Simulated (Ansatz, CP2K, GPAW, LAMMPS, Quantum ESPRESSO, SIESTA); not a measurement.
# CP2K on ionic liquid MMIM+ methanesulfonate with Li salt at 400 K (210 atoms): settings against a plane-wave reference

How do the settings of CP2K change the result for ionic liquid MMIM+ methanesulfonate with Li salt at 400 K (210 atoms)? A plane-wave run serves as the yardstick.

Method: the method is named at each step, in CP2K 2026.2.

## Step 1: Starting point

The cell holds 210 atoms: 50 C, 16 N, 102 H, 10 S, 30 O and 2 Li. Cell: a = 13.042 Å, b = 13.042 Å, c = 13.042 Å, α = 90.0°, β = 90.0°, γ = 90.0°. 8 MMIM+, 10 methanesulfonate, 2 Li+ placed at random, at 1.3 g/cm³; overlaps pushed apart, then 10 ps at 700 K with Joung-Cheatham ions (J. Phys. Chem. B 112, 9020 (2008)); MMFF94 bonds, angles, torsions, charges and radii (Halgren, J. Comput. Chem. 17, 490 (1996)) in harmonic and 12-6 forms; charges of ions scaled by 0.8. Snapshot after 30 ps at 400 K and fixed volume.

The yardstick, on the same geometry:

| Quantity | Value |
| --- | --- |
| method | Kohn-Sham DFT, PBE, PAW, plane waves (Ansatz 0.2.0); cutoff 420 eV, Γ point, fermi-dirac smearing of 0.05 eV; PAW set soft_2 |
| r.m.s. force component | 1.144 eV/Å |
| longest force | 5.162 eV/Å |
| pressure | 3.983 GPa |
| gap (highest filled to lowest empty level) | 2.383 eV |
| SCF cycles | 11 |
| time | 47 s on 4 threads of Arm Neoverse V2, shared host |
| CPU time | 3 min |

## Step 2: PBE, DZVP-MOLOPT-SR, 800/50 Ry, OT DIIS

Method: Kohn-Sham DFT, PBE, GTH-PBE pseudopotentials, Gaussian and plane waves, DZVP-MOLOPT-SR-GTH, orbital transformation.

The input, input.inp:

```
&GLOBAL
  PROJECT cell
  RUN_TYPE ENERGY_FORCE
  PRINT_LEVEL LOW
&END GLOBAL
&FORCE_EVAL
  METHOD QS
  STRESS_TENSOR ANALYTICAL
  &DFT
    BASIS_SET_FILE_NAME BASIS_MOLOPT
    POTENTIAL_FILE_NAME GTH_POTENTIALS
    &MGRID
      CUTOFF 800
      REL_CUTOFF 50
      NGRIDS 5
    &END MGRID
    &QS
      EPS_DEFAULT 1.0E-12
    &END QS
    &SCF
      SCF_GUESS ATOMIC
      EPS_SCF 1.0E-06
      MAX_SCF 30
      &OT
        MINIMIZER DIIS
        PRECONDITIONER FULL_ALL
        ENERGY_GAP 0.001
      &END OT
      &OUTER_SCF
        EPS_SCF 1.0E-06
        MAX_SCF 8
      &END OUTER_SCF
      &PRINT
        &RESTART OFF
        &END RESTART
      &END PRINT
    &END SCF
    &XC
      &XC_FUNCTIONAL PBE
      &END XC_FUNCTIONAL
    &END XC
    &PRINT
      &MULLIKEN ON
      &END MULLIKEN
      &HIRSHFELD ON
        SHAPE_FUNCTION DENSITY
      &END HIRSHFELD
      &MO_CUBES
        NHOMO 1
        NLUMO 4
        WRITE_CUBE F
      &END MO_CUBES
    &END PRINT
  &END DFT
  &SUBSYS
    &CELL
      A 13.04169 0.00000 0.00000
      B 0.00000 13.04169 0.00000
      C 0.00000 0.00000 13.04169
    &END CELL
    &COORD
      C 4.08674 2.63938 2.43658
      N 2.82848 3.22756 2.01025
      C 2.55774 4.51529 1.54101
      C 1.20518 4.56720 1.46106
      N 0.63370 3.43401 1.83340
      C 12.28749 3.05815 1.77432
      C 1.59995 2.63925 2.20183
      H 4.91463 2.92329 1.81201
      H 4.30206 3.02972 3.45357
      H 4.02049 1.52809 2.55448
      H 3.42592 5.12460 1.15967
      H 0.57736 5.38126 1.12758
      H 12.34500 2.03646 1.59213
      H 11.78917 3.39449 2.68815
      H 11.84838 3.50156 0.88005
      H 1.45311 1.64782 2.56700
      C 5.59671 7.97278 10.57968
      N 5.94818 7.64752 9.25204
      C 5.15434 6.87558 8.51675
      C 5.59267 6.88171 7.20619
      N 6.68074 7.82280 7.17789
      C 7.45880 8.13254 5.99970
      C 6.89475 8.20492 8.44189
      H 6.00883 7.26005 11.26893
      H 5.98574 8.91999 10.77178
      H 4.48295 8.06850 10.68297
      H 4.34132 6.35417 8.96355
      H 5.28762 6.47820 6.25284
      H 6.70434 8.39246 5.18851
      H 8.13475 8.98742 6.19154
      H 8.06316 7.31743 5.84033
      H 7.55570 8.97307 8.79871
      C 9.37241 8.93486 12.02652
      N 10.37466 9.96176 11.93249
      C 10.43127 11.18847 12.51520
      C 11.71535 11.65327 12.26258
      N 12.35987 10.65167 11.54503
      C 0.72512 10.64202 11.26724
      C 11.47656 9.70615 11.21377
      H 9.66780 8.15119 12.79716
      H 8.38215 9.26299 12.35909
      H 9.19478 8.42663 11.18807
      H 9.74032 11.33779 0.27596
      H 12.33287 12.32283 12.83550
      H 0.91566 10.30398 10.24373
      H 1.02951 11.72161 11.44252
      H 1.20297 9.89486 11.93236
      H 11.63567 8.83248 10.63628
      C 3.99493 0.75681 12.54376
      N 5.00579 1.49497 11.77899
      C 6.04430 1.04086 10.92424
      C 6.80346 2.12684 10.64841
      N 6.16755 3.28872 11.10656
      C 6.62805 4.61232 11.07787
      C 5.06031 2.81401 11.76895
      H 3.15818 1.44658 12.76377
[... 150 atom lines left out ...]
      H 7.53940 2.23782 2.25100
      H 8.34681 1.18066 3.31468
      Li 1.94504 12.22215 5.01427
      Li 1.61026 8.15301 0.74220
    &END COORD
    &KIND C
      BASIS_SET DZVP-MOLOPT-SR-GTH-q4
      POTENTIAL GTH-PBE-q4
    &END KIND
    &KIND N
      BASIS_SET DZVP-MOLOPT-SR-GTH-q5
      POTENTIAL GTH-PBE-q5
    &END KIND
    &KIND H
      BASIS_SET DZVP-MOLOPT-SR-GTH-q1
      POTENTIAL GTH-PBE-q1
    &END KIND
    &KIND S
      BASIS_SET DZVP-MOLOPT-SR-GTH-q6
      POTENTIAL GTH-PBE-q6
    &END KIND
    &KIND O
      BASIS_SET DZVP-MOLOPT-SR-GTH-q6
      POTENTIAL GTH-PBE-q6
    &END KIND
    &KIND Li
      BASIS_SET DZVP-MOLOPT-SR-GTH-q3
      POTENTIAL GTH-PBE-q3
    &END KIND
  &END SUBSYS
  &PRINT
    &FORCES ON
    &END FORCES
    &STRESS_TENSOR ON
    &END STRESS_TENSOR
  &END PRINT
&END FORCE_EVAL
```

The run is started by

```
$ OMP_NUM_THREADS=1 mpirun -np 4 cp2k.psmp -i input.inp > output.txt
```

Numbers of over 12 decimals in the logs are rounded to 6 here.

The program printed:

```text
CP2K| version string:                                       CP2K version 2026.2
 CP2K| Input file name                                                 input.inp
 GLOBAL| Basis set file name                                        BASIS_MOLOPT
 GLOBAL| Potential file name                                      GTH_POTENTIALS
 GLOBAL| Run type                                                   ENERGY_FORCE
 GLOBAL| Total number of message passing processes                             4
 GLOBAL| Number of threads for this process                                    1
 TOTAL NUMBERS AND MAXIMUM NUMBERS
  Total number of            - Atomic kinds:                                   6
                             - Atoms:                                        210
                             - Shell sets:                                   210
                             - Shells:                                       844
                             - Primitive Cartesian functions:               1040
                             - Cartesian basis functions:                   2006
                             - Spherical basis functions:                   1900
  Maximum angular momentum of- Orbital basis functions:                        2
                             - Local part of the GTH pseudopotential:          6
                             - Non-local part of the GTH pseudopotential:      2
 SCF PARAMETERS         Density guess:                                    ATOMIC
                        max_scf:                                              30
                        eps_scf:                                        1.00E-06
                        Outer loop SCF in use
                        eps_scf                                         1.00E-06
                        max_scf                                                8
 Extrapolation method: initial_guess
 Number of electrons:                                                        628
[... lines left out ...]
  Step     Update method      Time    Convergence         Total energy    Change
[... lines left out ...]
  Total energy:                                             -1101.729336
[... lines left out ...]
  Precond_solver : DEFAULT
  stepsize       :    0.15000000                  energy_gap     :    0.00100000
  eps_taylor     :   0.10000E-15                  max_taylor     :             4
  ----------------------------------- OT ---------------------------------------
  Step     Update method      Time    Convergence         Total energy    Change
[...]
5 OT DIIS     0.15E+00    7.9     0.00000156     -1101.7366333677 -1.95E-06
     6 OT DIIS     0.15E+00    7.9     0.00000078     -1101.7366334172 -4.95E-08
  *** SCF run converged in     6 steps ***
  Electronic density on regular grids:       -628.0000000006       -0.0000000006
  Core density on regular grids:              627.9999999996       -0.0000000004
  Total charge density on r-space grids:       -0.0000000010
  Total charge density g-space grids:          -0.0000000010
  Overlap energy of the core charge distribution:               6.17325e-05
  Self energy of the core charge distribution:              -2708.504655
  Core Hamiltonian energy:                                    797.836006
  Hartree energy:                                            1108.274476
  Exchange-correlation energy:                               -299.342521
  Total energy:                                             -1101.736633
  outer SCF iter =    2 RMS gradient =   0.78E-06 energy =      -1101.7366334172
  outer SCF loop converged in   2 iterations or   36 steps
 !-----------------------------------------------------------------------------!
                     Mulliken Population Analysis
 #  Atom  Element  Kind  Atomic population                           Net charge
       1     C        1          4.173759                             -0.173759
       2     N        2          4.873000                              0.127000
       3     C        1          4.025342                             -0.025342
[...]
209     Li       6          2.473640                              0.526360
     210     Li       6          2.420586                              0.579414
 # Total charge                            628.000000                 -0.000000
 !-----------------------------------------------------------------------------!
 !-----------------------------------------------------------------------------!
                           Hirshfeld Charges
  #Atom  Element  Kind  Ref Charge     Population                    Net charge
      1       C      1       4.000          4.054                        -0.054
      2       N      2       5.000          4.970                         0.030
      3       C      1       4.000          3.996                         0.004
[...]
209       Li     6       3.000          2.751                         0.249
    210       Li     6       3.000          2.721                         0.279
  Total Charge                                                           -0.000
 !-----------------------------------------------------------------------------!
  Eigenvalues of the occupied subspace spin            1
      -1.63707621     -1.62287160     -0.85813079     -0.85123854
      -0.84617587     -0.84095368     -0.83573247     -0.83474924
      -0.83351249     -0.81653153     -0.81616249     -0.81450157
[...]
0.00107037      0.00551820      0.01373016      0.01758620
       0.02037541      0.02719155
 Fermi Energy [eV] :    0.739920
  Using OT eigensolver for additional unoccupied orbitals spin            1
  Lowest Eigenvalues of the unoccupied subspace spin            1
 WARNING : did not converge in ot_eigensolver
 number of iterations          299  exceeded maximum
 current gradient / target gradient   4.2284620346316400E-005  /    1.0000000000000001E-005
       0.10691648      0.11161920      0.11468887      0.12244491
 HOMO - LUMO gap [eV] :    2.169426
 ENERGY| Total FORCE_EVAL ( QS ) energy [hartree]          -1101.736633
 FORCES| Atomic forces [hartree/bohr]
 FORCES|   Atom     x               y               z               |f|
 FORCES|      1  2.08622132E-03 -1.09402159E-02  3.12688658E-02   3.31931109E-02
 FORCES|      2 -3.89422318E-02 -1.07473957E-02  3.15180130E-04   4.03992979E-02
 FORCES|      3  3.86339104E-02 -8.23587342E-03 -1.02363756E-02   4.08067645E-02
[...]
FORCES|    209 -3.68280267E-04 -4.96248292E-03 -7.47319006E-04   5.03193330E-03
 FORCES|    210 -3.58976098E-03  2.15428328E-03  6.00144003E-03   7.31741777E-03
 FORCES| Sum    -8.85071427E-04 -6.57232105E-04  4.89696302E-04
 FORCES| Total atomic force                                       1.20627855E-03
 STRESS| Analytical stress tensor [bar]
 STRESS|                        x                   y                   z
 STRESS|      x        4.21563380055E+04  -2.41467389248E+03  -5.74449024297E+03
 STRESS|      y       -2.41467389248E+03   6.11657670630E+04  -8.03268087699E+01
 STRESS|      z       -5.74449024297E+03  -8.03268087699E+01   3.74533973692E+04
 STRESS| 1/3 Trace                                             4.69251674792E+04
```

Wall time 5.3 min (4 MPI ranks of Arm Neoverse V2, shared host); peak memory 6.5 GiB.

Banners, paths, timers and routine set-up lines are dropped from the logs unmarked, and long logs keep their key lines alone; longer cuts are marked.

The solver for the empty levels stopped short of its threshold, so the gap is rough; its iterations count in the time.

Compared with the plane-wave run:

| Property | Result |
| --- | --- |
| r.m.s. force component | 1.22 eV/Å |
| r.m.s. difference of force components | 133.1 meV/Å |
| longest difference of force vectors | 631.5 meV/Å |
| force difference over r.m.s. force | 11.63 % |
| slope of forces against the reference's | 1.062 |
| correlation of force components | 0.9957 |
| gap (highest filled to lowest empty level) | 2.169 eV |
| gap difference | -0.2133 eV |
| pressure | 4.692 GPa |
| pressure difference | 0.7093 GPa |

Length of the force difference by element (eV/Å):

```
element  atoms   mean   most
      C     50   0.20   0.42
      H    102  0.037   0.11
     Li      2  0.028  0.039
      N     16   0.12   0.21
      O     30   0.49   0.63
      S     10   0.31   0.41
```

A closer look about O181, which bears the longest force: 11 atoms, nearest first, numbered in the order of the input, with positions taken from that point.

```
atom      x      y      z  distance (Å)  bonds  Hirshfeld charge (e)     Fx     Fy  Fz (eV/Å)
O181   0.00   0.00   0.00          0.00      1                 -0.33  -4.05   2.38       2.60
S178   1.01  -0.59  -0.79          1.41      4                  0.40   2.36  -0.45       0.61
O179   0.58  -1.89  -1.28          2.35      1                 -0.32  -0.28  -2.35      -1.22
O180   1.59   0.30  -1.78          2.40      1                 -0.33   0.60   1.24      -2.10
C177   2.33  -0.80   0.36          2.48      4                 -0.17   2.51   0.84      -1.17
H124  -1.59  -1.49   1.28          2.52      1                  0.08   0.28  -0.22      -0.14
H125  -2.18   1.02   0.98          2.60      1                  0.06   0.30   0.43       1.75
H183   2.59   0.10   0.94          2.76      1                  0.04  -0.64   0.04      -0.35
H127  -1.06   1.11   2.48          2.92      1                  0.05  -0.51   0.27      -0.36
H184   2.22  -1.61   1.01          2.93      1                  0.03  -0.54  -1.55       1.09
 H11  -1.92  -1.94  -1.26          3.01      1                  0.08  -1.10  -0.25       0.63
```

Forces lie 12 % from the reference's, at 7.0 times its CPU time.

## Step 3: GFN1-xTB, OT DIIS

Method: GFN1-xTB tight binding (the program's own implementation), orbital transformation.

The input, input.inp:

```
&GLOBAL
  PROJECT cell
  RUN_TYPE ENERGY_FORCE
  PRINT_LEVEL LOW
&END GLOBAL
&FORCE_EVAL
  METHOD QS
  STRESS_TENSOR ANALYTICAL
  &DFT
    &QS
      METHOD XTB
      &XTB
        GFN_TYPE 1
        DO_EWALD T
        CHECK_ATOMIC_CHARGES F
      &END XTB
    &END QS
    &SCF
      SCF_GUESS ATOMIC
      EPS_SCF 1.0E-06
      MAX_SCF 30
      &OT
        MINIMIZER DIIS
        PRECONDITIONER FULL_SINGLE_INVERSE
      &END OT
      &OUTER_SCF
        EPS_SCF 1.0E-06
        MAX_SCF 8
      &END OUTER_SCF
      &PRINT
        &RESTART OFF
        &END RESTART
      &END PRINT
    &END SCF
    &PRINT
      &MULLIKEN ON
      &END MULLIKEN
      &MO_CUBES
        NHOMO 1
        NLUMO 4
        WRITE_CUBE F
      &END MO_CUBES
    &END PRINT
  &END DFT
  &SUBSYS
    &CELL
      A 13.04169 0.00000 0.00000
      B 0.00000 13.04169 0.00000
      C 0.00000 0.00000 13.04169
    &END CELL
    &COORD
      SCALED
      C 0.31336 0.20238 0.18683
      N 0.21688 0.24748 0.15414
      C 0.19612 0.34622 0.11816
      C 0.09241 0.35020 0.11203
      N 0.04859 0.26331 0.14058
      C 0.94217 0.23449 0.13605
      C 0.12268 0.20237 0.16883
      H 0.37684 0.22415 0.13894
      H 0.32987 0.23231 0.26481
      H 0.30828 0.11717 0.19587
      H 0.26269 0.39294 0.08892
      H 0.04427 0.41262 0.08646
      H 0.94658 0.15615 0.12208
      H 0.90396 0.26028 0.20612
      H 0.90850 0.26849 0.06748
      H 0.11142 0.12635 0.19683
      C 0.42914 0.61133 0.81122
      N 0.45609 0.58639 0.70942
      C 0.39522 0.52720 0.65304
      C 0.42883 0.52767 0.55255
[... 186 atom lines left out ...]
      H 0.57810 0.17159 0.17260
      H 0.64001 0.09053 0.25416
      Li 0.14914 0.93716 0.38448
      Li 0.12347 0.62515 0.05691
    &END COORD
  &END SUBSYS
  &PRINT
    &FORCES ON
    &END FORCES
    &STRESS_TENSOR ON
    &END STRESS_TENSOR
  &END PRINT
&END FORCE_EVAL
```

The run is started by

```
$ OMP_NUM_THREADS=2 cp2k.psmp -i input.inp > output.txt
```

The program printed:

```text
CP2K| version string:                                       CP2K version 2026.2
 CP2K| Input file name                                                 input.inp
 GLOBAL| Basis set file name                                           BASIS_SET
 GLOBAL| Potential file name                                           POTENTIAL
 GLOBAL| Run type                                                   ENERGY_FORCE
 GLOBAL| Total number of message passing processes                             1
 GLOBAL| Number of threads for this process                                    2
                  #####   #####        #          ####### ######
                 #     # #     #      #              #    #     #
                 #     # #           #    ##   ##    #    #     #
[... lines left out ...]
 Number of electrons:                                                        624
[... lines left out ...]
  Step     Update method      Time    Convergence         Total energy    Change
[... lines left out ...]
  Total energy:                                              -389.867560
[... lines left out ...]
  Step     Update method      Time    Convergence         Total energy    Change
[... lines left out ...]
  *** SCF run converged in    11 steps ***
[... lines left out ...]
  Total energy:                                              -389.880232
[... lines left out ...]
  outer SCF loop converged in   2 iterations or   41 steps
[... lines left out ...]
       4     C          1                 3.931182                      0.068818
[...]
209     Li         6                 0.494095                      0.505905
     210     Li         6                 0.525885                      0.474115
 # Total charge                         624.000000                     -0.000000
  Eigenvalues of the occupied subspace spin            1
      -0.98253500     -0.97915513     -0.97707298     -0.96693499
      -0.96166224     -0.95097421     -0.94425279     -0.93770022
      -0.93667800     -0.93417294     -0.86121906     -0.85920519
[...]
-0.42576333     -0.42560989     -0.42275487     -0.41887016
      -0.41216802     -0.40606702     -0.40485447     -0.39653439
 Fermi Energy [eV] :  -10.790250
 ENERGY| Total FORCE_EVAL ( QS ) energy [hartree]           -389.880232
 FORCES| Atomic forces [hartree/bohr]
 FORCES|   Atom     x               y               z               |f|
 FORCES|      1 -8.07774467E-04 -7.79767408E-03  2.83982965E-02   2.94604730E-02
 FORCES|      2 -4.35039846E-02 -2.44659566E-03 -1.20318483E-03   4.35893354E-02
 FORCES|      3  3.29487385E-02 -1.67167808E-02 -5.44320370E-03   3.73456637E-02
[...]
FORCES|    209 -4.35471361E-03 -5.08488624E-03  2.68612860E-04   6.70013071E-03
 FORCES|    210 -1.39162383E-03  2.23104800E-03  3.56845703E-03   4.43261521E-03
 FORCES| Sum    -3.80901907E-15 -9.51148882E-15 -1.25789136E-14
 FORCES| Total atomic force                                       1.62236282E-14
 STRESS| Analytical stress tensor [bar]
 STRESS|                        x                   y                   z
 STRESS|      x       -1.97076619478E+02  -5.61593048797E+03  -1.35184427840E+03
 STRESS|      y       -5.61593048797E+03   1.48921464165E+04  -2.25685908292E+03
 STRESS|      z       -1.35184427840E+03  -2.25685908292E+03  -8.27292939929E+03
 STRESS| 1/3 Trace                                             2.14071346591E+03
```

Elapsed: 16 s, on 2 threads; peak memory 0.52 GiB; 24 s of CPU time.

Against the reference:

- r.m.s. force component: 1.061 eV/Å
- r.m.s. difference of force components: 215.9 meV/Å
- longest difference of force vectors: 1729 meV/Å
- force difference over r.m.s. force: 18.87 %
- slope of forces against the reference's: 0.9125
- correlation of force components: 0.9836
- pressure: 0.2141 GPa
- pressure difference: -3.769 GPa

Against the first run (12 %), the force difference from the reference is 19 %, at 0.019 times the CPU time (on 2 against 4 cores); the model has changed, so this is no error of the program alone.

[end of part 1 of 3]

[Also dropped from logs without a mark: logging warnings of Python, and SIESTA's first energy breakdown and zero terms.]

[Logs are printed without paths, hosts, clocks, repeated set-up lines and the standing remarks that a program may print on its own settings, such as how far it seeks lower states.]

[Hosts, paths, dates, database ids (printed as entryN), source tags and the programs' standing remarks are cut or masked in the printed files.]

[The MMFF94 radii named for the starting cell were scaled by 0.96; in molecules described by MMFF94, hydrogen bound to N, O or S took a small fixed 12-6 site in their place.]
